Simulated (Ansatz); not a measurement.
# 3-layer antimonene (AB) in a perpendicular field

What dipole does a perpendicular field induce in the 3-layer antimonene (AB)? A positive field points along +c.

Calculated with Ansatz 0.2.0; plane-wave DFT, PBE-D3(BJ), Ansatz PAW.

**1. The system as given**

The cell holds 6 atoms: 6 Sb. Cell: a = 4.120 Å, b = 4.120 Å, c = 52.950 Å, α = 90.0°, β = 90.0°, γ = 120.0°. Regions: layer 1: antimonene, 2 atoms (2 Sb); layer 2: antimonene, 2 atoms (2 Sb); layer 3: antimonene, 2 atoms (2 Sb). Vacuum lies along c.

**2. Relaxing the slab**

The starting cell is a guess, so the in-plane lattice and the atoms are relaxed first, with the slab cut off from its images along the normal.

input.yaml

```yaml
crystal:
  lattice:
    - [4.12, 0.0, 0.0]
    - [-2.06, 3.5680246636, 0.0]
    - [0.0, 0.0, 52.9500000009]
  atoms:
    - { symbol: Sb, position: [0.6666666667, 0.3333333333, 0.3966005666] }
    - { symbol: Sb, position: [0.3333333333, 0.6666666667, 0.4277620397] }
    - { symbol: Sb, position: [0.0, 0.0, 0.4844192635] }
    - { symbol: Sb, position: [0.6666666667, 0.3333333333, 0.5155807365] }
    - { symbol: Sb, position: [0.6666666667, 0.3333333333, 0.5722379603] }
    - { symbol: Sb, position: [0.3333333333, 0.6666666667, 0.6033994334] }
  periodic: [true, true, false]
kpoints:
  mp_grid: { grid: [12, 12, 1] }
hamiltonian:
  xc: pbe
  dispersion: d3bj
scf:
  occupations: { method: fermi_dirac, width: 0.05 }
  convergence: { dr2_threshold: 1.0e-09 }
relax:
  f_tol: 0.004
  max_steps: 90
  cell: {}
output:
  write_potential: true
  write_density: true
  volumetric_format: npy
```

On the command line:

```
$ ansatz run input.yaml --threads 4 --pin off --max-ram 8192MiB --backend cpu --events-out ev --progress --plain --runs-dir out
```

The program printed:

```text
Warning: relax.cell: scf.convergence.dr2_threshold = 1e-9 eV is looser than the 1.36704621223e-10 eV advised for a relaxation that steers and ends on the stress (1e-10 eV for each atom of the cell: 6, times the square of relax.cell.stress_2d_tol = 0.05 N/m over 20.9 Å (the atoms' height at the walk's start and 5 Å past either face), 2.387e-2 GPa, over a crystal's default 0.05). What an SCF threshold leaves in a stress goes as its square root, and in the free energy as the threshold itself, and one threshold admits the most on a small cell: [figures from the program's tests cut] Set scf.convergence.dr2_threshold to 1.36704621223e-10 eV or tighter. [rest of the remark cut]
Engine: ansatz 0.2.0, aarch64-unknown-linux-gnu
Pseudopotentials: kind: paw
Pseudopotential: Sb, paw, valence charge 15, recommended cutoff 420 eV (normal), Sb.paw.azcp
Functional definition: PBE
  parameter kappa = 0.804
  parameter beta = 0.066725
  exchange = pbe_x(kappa = kappa, mu = beta*pi^2/3)
  correlation = pbe_c(beta = beta)
Crystal: 6 atoms, lattice volume = 778.379 Å³
Basis set: ecut = 420 eV, 15057 PW (Γ), exchange–correlation on 60×60×720 points (8 copies of the dense FFT grid, shifted against one another)
Bands: 54, of which v1, the nominal top of the filled ones, is band 45 counted from 1 (44 counted from 0)
Symmetry: 6 space group operations
Space group: P3m1 (ITA 156), of the structure as read, at distance tolerance 9.2e-5 Å
k-points: 19 of 144 (time reversal used)
Non-local potential: Sb, projectors of the file, l = 0: 2, l = 1: 2, l = 2: 2, l = 3: 2
PAW form: soft (Blöchl's): semilocal exchange-correlation on the pseudo side does not see the compensation charge
PAW one-centre angular grid: Sb, 590 points (default); XC on 64 Gauss nodes
Initial density: superposition of atomic densities (neutral atoms: chi_scale 0, normalization atom), corrected by the library's trained network
Initial wavefunctions: pseudopotential atomic-orbital guess
Functional: x = pbe(κ = 0.804, μ = 0.219515), c = pbe(β = 0.066725)
SCF iter   1: F=—  HF=-38908.149703 eV  |F-HF|=—  |Δ(HF+E_count)|=         —  Δρ=9.38e-4  dr2=7.89e-2  ethr=1.77e-3  ⟨swp⟩=17.3  Hψ=6500  notcnv=0  defer=6
preconditioner: auto → LDOS  [metal: Δε(μ)=0.026 eV  Ē_g=7.398 eV  σ=0.050 eV  W_gap=0.13  n_scr=110 (ndim 8)  ℏωp=7.3 eV  f_vac=0.717  D(μ)=1.93/eV (n_scr^D=10)  β→1.0]
SCF iter   2: F=—  HF=-38908.146421 eV  |F-HF|=—  |Δ(HF+E_count)|=   3.28e-3  Δρ=6.79e-4  dr2=2.71e-2  ethr=8.77e-5  ⟨swp⟩=3.9  Hψ=2011  notcnv=0  defer=29
SCF iter   3: F=—  HF=-38908.143761 eV  |F-HF|=—  |Δ(HF+E_count)|=   2.66e-3  Δρ=2.46e-4  dr2=5.86e-3  ethr=3.01e-5  ⟨swp⟩=2.9  Hψ=1515  notcnv=0  defer=29
SCF iter   4: F=—  HF=-38908.143365 eV  |F-HF|=—  |Δ(HF+E_count)|=   3.95e-4  Δρ=7.80e-5  dr2=2.81e-4  ethr=6.52e-6  ⟨swp⟩=2.5  Hψ=1232  notcnv=0  defer=29
SCF iter   5: F=—  HF=-38908.143328 eV  |F-HF|=—  |Δ(HF+E_count)|=   3.77e-5  Δρ=2.07e-5  dr2=7.48e-6  ethr=3.12e-7  ⟨swp⟩=3.0  Hψ=1541  notcnv=0  defer=29
SCF iter   6: F=—  HF=-38908.143357 eV  |F-HF|=—  |Δ(HF+E_count)|=   2.92e-5  Δρ=9.00e-6  dr2=1.10e-6  ethr=8.31e-9  ⟨swp⟩=2.9  Hψ=2034  notcnv=0  defer=29
SCF iter   7: F=—  HF=-38908.143357 eV  |F-HF|=—  |Δ(HF+E_count)|=   8.87e-8  Δρ=2.50e-6  dr2=6.68e-8  ethr=1.23e-9  ⟨swp⟩=3.0  Hψ=2189  notcnv=0  defer=29
SCF iter   8: F=—  HF=-38908.143357 eV  |F-HF|=—  |Δ(HF+E_count)|=   1.38e-7  Δρ=8.21e-7  dr2=9.34e-9  ethr=7.42e-11  ⟨swp⟩=3.0  Hψ=2121  notcnv=0  defer=29
SCF iter   9: F=—  HF=-38908.143357 eV  |F-HF|=—  |Δ(HF+E_count)|=   2.35e-8  Δρ=2.42e-7  dr2=1.20e-9  ethr=1.04e-11  ⟨swp⟩=3.2  Hψ=1992  notcnv=0  defer=29
SCF iter  10: F=-38908.143357 eV  HF=-38908.143357 eV  |F-HF|=2.18e-11  |Δ(HF+E_count)|=   4.25e-9  Δρ=6.95e-8  dr2=1.32e-10  ethr=1.11e-12  ⟨swp⟩=11.3  Hψ=6854  notcnv=0
SCF 1 converged in 10 iterations: F = -38908.143357 eV  dr2 = 1.32e-10
  greatest PAW one-centre occupation: 0.996 electrons in one spin orbital (limit 2), on the Sb atom at site 3 (counted from 0), in its partial waves of l = 2
relax step   1: F+E_penalty+E_count = -38908.14335702 eV  Δ(F+E_penalty+E_count) = +0.000e0 eV  max|allowed force component| = 9.644e-1 eV/Å  Δτ_max = 0.0000 Å  P = -0.362 N/m  Ω = 778.379 Å³  fix = [c, alpha, beta]  reactions: c +0.000 N/m  (10 SCF iters, accepted)
Crystal: 6 atoms, lattice volume = 778.681 Å³
Initial density: handed on by an earlier stage of this run
Initial wavefunctions: those handed on with the density
iter 1 solved again at ethr=6.08e-5 eV; its pass at ethr=3.10e-3 eV (dr2=5.47e-2 eV) is discarded
SCF iter   1: F=—  HF=-38908.398685 eV  |F-HF|=—  |Δ(HF+E_count)|=         —  Δρ=2.93e-3  dr2=5.44e-2  ethr=6.08e-5  ⟨swp⟩=2.8  Hψ=6092  notcnv=0
preconditioner: auto → LDOS  [metal: Δε(μ)=0.098 eV  Ē_g=7.452 eV  σ=0.050 eV  W_gap=0.45  n_scr=110 (ndim 8)  ℏωp=7.3 eV  f_vac=0.716  D(μ)=1.07/eV (n_scr^D=8)  β→1.0]
SCF iter   2: F=—  HF=-38908.402495 eV  |F-HF|=—  |Δ(HF+E_count)|=   3.81e-3  Δρ=7.93e-4  dr2=3.82e-2  ethr=6.05e-5  ⟨swp⟩=3.6  Hψ=2119  notcnv=0
SCF iter   3: F=—  HF=-38908.400477 eV  |F-HF|=—  |Δ(HF+E_count)|=   2.02e-3  Δρ=6.41e-4  dr2=2.88e-2  ethr=4.25e-5  ⟨swp⟩=3.1  Hψ=1963  notcnv=0
SCF iter   4: F=—  HF=-38908.397712 eV  |F-HF|=—  |Δ(HF+E_count)|=   2.76e-3  Δρ=2.53e-4  dr2=3.24e-3  ethr=3.20e-5  ⟨swp⟩=1.9  Hψ=1160  notcnv=0
SCF iter   5: F=—  HF=-38908.397177 eV  |F-HF|=—  |Δ(HF+E_count)|=   5.35e-4  Δρ=6.33e-5  dr2=2.43e-4  ethr=3.60e-6  ⟨swp⟩=2.2  Hψ=1349  notcnv=0
SCF iter   6: F=—  HF=-38908.397149 eV  |F-HF|=—  |Δ(HF+E_count)|=   2.82e-5  Δρ=1.38e-5  dr2=1.10e-5  ethr=2.70e-7  ⟨swp⟩=2.5  Hψ=1317  notcnv=0
SCF iter   7: F=—  HF=-38908.397160 eV  |F-HF|=—  |Δ(HF+E_count)|=   1.09e-5  Δρ=5.26e-6  dr2=4.72e-7  ethr=1.22e-8  ⟨swp⟩=3.1  Hψ=1912  notcnv=0
SCF iter   8: F=—  HF=-38908.397190 eV  |F-HF|=—  |Δ(HF+E_count)|=   3.00e-5  Δρ=1.29e-6  dr2=2.80e-8  ethr=5.24e-10  ⟨swp⟩=3.3  Hψ=1959  notcnv=0
SCF iter   9: F=—  HF=-38908.397190 eV  |F-HF|=—  |Δ(HF+E_count)|=   4.36e-8  Δρ=4.00e-7  dr2=2.33e-9  ethr=3.11e-11  ⟨swp⟩=2.9  Hψ=2021  notcnv=0
SCF iter  10: F=-38908.397190 eV  HF=-38908.397190 eV  |F-HF|=2.85e-9  |Δ(HF+E_count)|=   2.81e-9  Δρ=1.28e-7  dr2=1.62e-10  ethr=1.11e-12  ⟨swp⟩=11.8  Hψ=7194  notcnv=0
SCF 2 converged in 10 iterations: F = -38908.397190 eV  dr2 = 1.62e-10
  greatest PAW one-centre occupation: 0.996 electrons in one spin orbital (limit 2), on the Sb atom at site 4 (counted from 0), in its partial waves of l = 2
[...]
SCF 3 converged in 10 iterations: F = -38908.510619 eV  dr2 = 1.88e-10
  greatest PAW one-centre occupation: 0.996 electrons in one spin orbital (limit 2), on the Sb atom at site 2 (counted from 0), in its partial waves of l = 2
relax step   3: F+E_penalty+E_count = -38908.51061899 eV  Δ(F+E_penalty+E_count) = -1.134e-1 eV  max|allowed force component| = 2.358e-1 eV/Å  Δτ_max = 0.1936 Å  P = +0.522 N/m  Ω = 776.239 Å³  energy of the carried Pulay correction = +1.000e-4 eV  fix = [c, alpha, beta]  reactions: c +0.000 N/m  (10 SCF iters, accepted)
[...]
relax step   4: F+E_penalty+E_count = -38908.51631236 eV  Δ(F+E_penalty+E_count) = -5.693e-3 eV  max|allowed force component| = 1.239e-1 eV/Å  Δτ_max = 0.1437 Å  P = +0.746 N/m  Ω = 786.305 Å³  energy of the carried Pulay correction = -3.681e-4 eV  fix = [c, alpha, beta]  reactions: c +0.000 N/m  (10 SCF iters, accepted)
[...]
relax step   5: F+E_penalty+E_count = -38908.52840047 eV  Δ(F+E_penalty+E_count) = -1.209e-2 eV  max|allowed force component| = 4.061e-2 eV/Å  Δτ_max = 0.0845 Å  P = +0.155 N/m  Ω = 786.857 Å³  energy of the carried Pulay correction = -3.937e-4 eV  fix = [c, alpha, beta]  reactions: c +0.000 N/m  (9 SCF iters, accepted)
[...]
relax step   6: F+E_penalty+E_count = -38908.53061284 eV  Δ(F+E_penalty+E_count) = -2.212e-3 eV  max|allowed force component| = 2.041e-2 eV/Å  Δτ_max = 0.0572 Å  P = -0.105 N/m  Ω = 790.489 Å³  energy of the carried Pulay correction = -5.610e-4 eV  fix = [c, alpha, beta]  reactions: c +0.000 N/m  (9 SCF iters, accepted)
[...]
relax step   7: F+E_penalty+E_count = -38908.53094700 eV  Δ(F+E_penalty+E_count) = -3.342e-4 eV  max|allowed force component| = 4.124e-3 eV/Å  Δτ_max = 0.0159 Å  P = +0.034 N/m  Ω = 787.834 Å³  energy of the carried Pulay correction = -4.388e-4 eV  fix = [c, alpha, beta]  reactions: c +0.000 N/m  (8 SCF iters, accepted)
[...]
relax step   8: F+E_penalty+E_count = -38908.53093952 eV  Δ(F+E_penalty+E_count) = +7.483e-6 eV  max|allowed force component| = 4.045e-4 eV/Å  Δτ_max = 0.0019 Å  P = +0.003 N/m  Ω = 788.412 Å³  energy of the carried Pulay correction = -4.654e-4 eV  fix = [c, alpha, beta]  reactions: c +0.000 N/m  (6 SCF iters, accepted)
Initial wavefunctions: pseudopotential atomic-orbital guess (no wavefunctions were taken with the density)
iter 1 solved again at ethr=1.18e-6 eV; its pass at ethr=3.10e-3 eV (dr2=1.07e-3 eV) is discarded
SCF iter   1: F=—  HF=-38908.531592 eV  |F-HF|=—  |Δ(HF+E_count)|=         —  Δρ=6.41e-6  dr2=7.39e-8  ethr=1.18e-6  ⟨swp⟩=5.0  Hψ=9728  notcnv=0
eigensolver tolerance schedule: the retry pair's looser diagonalisation over-reported the residual by 14411.77 of it (diagonalisation noise at an unbounded share of the residual, at the tolerance the schedule requests for it); recorded, not acted on — ethr = c·dr2/N_el stays at c = 1.0e-1
SCF iter   2: F=—  HF=-38908.531397 eV  |F-HF|=—  |Δ(HF+E_count)|=   1.96e-4  Δρ=3.13e-6  dr2=9.20e-8  ethr=8.21e-11  ⟨swp⟩=6.0  Hψ=3471  notcnv=0
SCF iter   3: F=—  HF=-38908.531397 eV  |F-HF|=—  |Δ(HF+E_count)|=   3.61e-8  Δρ=5.90e-7  dr2=1.07e-8  ethr=8.21e-11  ⟨swp⟩=2.5  Hψ=1913  notcnv=0
SCF iter   4: F=—  HF=-38908.531397 eV  |F-HF|=—  |Δ(HF+E_count)|=   1.43e-9  Δρ=7.08e-7  dr2=4.24e-8  ethr=1.19e-11  ⟨swp⟩=3.3  Hψ=2018  notcnv=0  recentre
SCF iter   5: F=-38908.531397 eV  HF=-38908.531397 eV  |F-HF|=2.42e-9  |Δ(HF+E_count)|=   5.41e-9  Δρ=1.32e-7  dr2=2.26e-10  ethr=1.11e-12  ⟨swp⟩=15.3  Hψ=8527  notcnv=0
SCF 9 converged in 5 iterations: F = -38908.531397 eV  dr2 = 2.26e-10
relax step   9: F+E_penalty+E_count = -38908.53139664 eV  Δ(F+E_penalty+E_count) = -4.571e-4 eV  max|allowed force component| = 4.322e-4 eV/Å  Δτ_max = 0.0000 Å  P = +0.001 N/m  Ω = 788.412 Å³  fix = [c, alpha, beta]  reactions: c +0.000 N/m  stress off target by 8.19e-4 N/m on what of the cell is left free  SCF on the basis re-selected at this cell (its energy is not comparable with the rows above)  (5 SCF iters)
basis re-selected at this cell: Δ(F+E_penalty+E_count) = -4.571e-4 eV, ΔP = -0.002 N/m vs the last step (what re-selecting the basis moved, of the pressure what is left beyond the Pulay correction that the steps carried, after the strain that the cell walked since its last selection, with what the two solves' SCF thresholds leave and, on support functions, any second-order correction that the steps lacked; it is no m [...]
WARN: The output density's exchange-correlation potential varies sharply where the density is thin. Do not read a vacuum level from v_tot or v_xc, or from such a field of the output density. On a cell that repeats whose density bears no net charge and no dipole along the vacuum's axis use v_es (v_loc + v_h of the components); under efield.dipole_correction with no amplitude use v_es + v_field, which holds any externa [...]
SCF converged after 5 iterations
Free energy (F): -38908.531397 eV
Harris-Foulkes:  -38908.531397 eV  (|F-HF|=2.42e-9)
Internal energy: -38908.521761 eV  (E = F + TS)
E sigma→0 (E₀):  -38908.526579 eV
Entropy (-TS):   -0.009635 eV (-1.606 meV/atom)
Fermi energy:    -3.916799 eV
--- Per-component energies (eV) ---
  E_band       = -2280.977994
  E_kinetic    = 1240.369654
  E_local      = -440232.141151  (includes V_loc(G=0)·N_el)
  E_nonlocal   = 2172.860326
  E_hartree    = 219039.325752
  E_xc         = -829.108387
  E_vxc        = -575.114808  (∫ρ·V_xc dr)
  E_paw        = -27451.500562  (= ΣΔE_a)
  E_vpaw       = -2965.600504  (= ΣTr[D̂ρ^β])
  E_aug_tail   = -0.000009  (compensation charges beyond the density's cutoff)
  E_ewald      = 207153.740080
  E_disp       = -2.067466  (pairwise vdW)
  E_smearing   = -0.009635  (= −TS)
  E_closure    = 0.000000  (closes the sum)
  Σ components = -38908.531397   (vs F -38908.531397, Δ=0.00e0)
--- Forces (eV/Å), atoms counted from 1 ---
  atom   1  Sb    -0.00000000    -0.00000000     0.00019973
  atom   2  Sb     0.00000000    -0.00000000    -0.00018482
  atom   3  Sb     0.00000000     0.00000000     0.00002208
  atom   4  Sb     0.00000000     0.00000000    -0.00035830
  atom   5  Sb     0.00000000    -0.00000000     0.00043216
  atom   6  Sb     0.00000000     0.00000000    -0.00011096
  max |Σ_I F_I| component: 1.14e-7 eV/Å
--- 2D stress c σ (N/m, compression-positive) ---
        0.000819      -0.000000      -0.000000
        0.000000       0.000819       0.000000
       -0.000000       0.000000       0.000000
  P = ½ c Tr σ = 0.0008 N/m
--- Band table (eV; the first three rows and the last of 19) ---
  k-point 0: bands = [... 41 lower, -4.9882, -4.8971, -4.8971, -4.0780, -3.5921, -3.0237, -2.8251, -2.8251, ... 5 higher]
  k-point 1: bands = [... 41 lower, -5.0973, -5.0268, -4.9775, -3.8354, -3.2972, -2.8299, -2.6787, -2.5422, ... 5 higher]
  k-point 2: bands = [... 41 lower, -5.4479, -5.3149, -5.0170, -4.4805, -3.1730, -2.9796, -2.4180, -2.3940, ... 5 higher]
  k-point 18: bands = [... 41 lower, -6.7683, -6.7391, -6.5801, -5.8975, -3.4508, -3.0907, -2.8920, -2.3816, ... 5 higher]
  the weakly bound empty levels are not read free of the cell's end (no_gap_told)
--- Relaxed structure (8 steps of the walk, 8 accepted, 1 SCFs on fresh bases) ---
  F+E_penalty+E_count = -38908.53139664 eV   max|allowed force component| = 4.322e-4 eV/Å   (the final SCF, on the basis selected at the relaxed cell)
  cell:  # Å, volume = 788.4118 Å³
    - [4.146467, 0.0, 0]
    - [-2.073234, 3.590946, 0]
    - [0, 0, 52.9500000009]
  atoms:
    - { symbol: Sb, position: [0.666667, 0.333333, 0.401469] }
    - { symbol: Sb, position: [0.333333, 0.666667, 0.431789] }
    - { symbol: Sb, position: [-2.467162e-17, -1.850372e-17, 0.475924] }
    - { symbol: Sb, position: [0.666667, 0.333333, 0.506295] }
    - { symbol: Sb, position: [0.666667, 0.333333, 0.576939] }
    - { symbol: Sb, position: [0.333333, 0.666667, 0.607584] }
```

It took 3.4 min on 4 threads of Arm Neoverse V1, shared host; peak memory 1.6 GiB; 13 min of CPU time.

In the SCF lines HF is the Harris–Foulkes energy and dr2 the Hartree energy of the density residual, in eV; the loop may stop once dr2 is under the threshold and the program's other checks hold. Hψ counts applications of the Hamiltonian.

Step by step:

```
step  energy less that of the first step (eV)  largest force component (eV/Å)  volume (Å³)
   1                                   0.0000                          0.9644       778.38
   2                                  -0.2538                          0.3483       778.68
   3                                  -0.3673                          0.2358       776.24
   4                                  -0.3730                          0.1239       786.30
   5                                  -0.3850                          0.0406       786.86
   6                                  -0.3873                          0.0204       790.49
   7                                  -0.3876                          0.0041       787.83
   8                                  -0.3876                          0.0004       788.41
  9*                                  -0.3880                          0.0004       788.41
```

Relaxation steps marked * repeat the geometry before them on a plane-wave basis chosen anew for their cell, so energy and pressure can jump there.

Forces are held to the 6 operations that the program found; a distortion that breaks them can't arise in this run.

```csv
cell as run,before,after,change
a (Å),4.120,4.146,+0.6 %
b (Å),4.120,4.146,+0.6 %
```

The atoms that moved most (Å, along periodic axes as changes of fractional coordinates times the final cell, across vacuum about the mean position):

| atom | dx | dy | dz | length |
| --- | --- | --- | --- | --- |
| Sb4 | 0.000 | 0.000 | -0.492 | 0.492 |
| Sb3 | 0.000 | 0.000 | -0.450 | 0.450 |
| Sb1 | 0.000 | 0.000 | 0.258 | 0.258 |
| Sb5 | 0.000 | 0.000 | 0.249 | 0.249 |
| Sb6 | 0.000 | 0.000 | 0.222 | 0.222 |
| Sb2 | 0.000 | 0.000 | 0.213 | 0.213 |

Numbers from this step:

* energy at zero smearing: -38908.5266 eV

The lattice constant a goes from 4.120 to 4.146 Å.

(Part 1 of 3 ends here.)

[Long decimals in the printed logs are rounded to 6 places.]

[Logs are printed without paths, hosts, clocks, repeated set-up lines and the standing remarks that a program may print on its own settings, such as how far it seeks lower states.]

[Hosts, paths, dates, database ids (printed as entryN), source tags and the programs' standing remarks are cut or masked in the printed files.]

[Maps of the electrostatic potential energy from Ansatz leave out the sawtooth potential of an applied field or a dipole correction, so their vacuum need not be flat; planar profiles and work functions include it.]
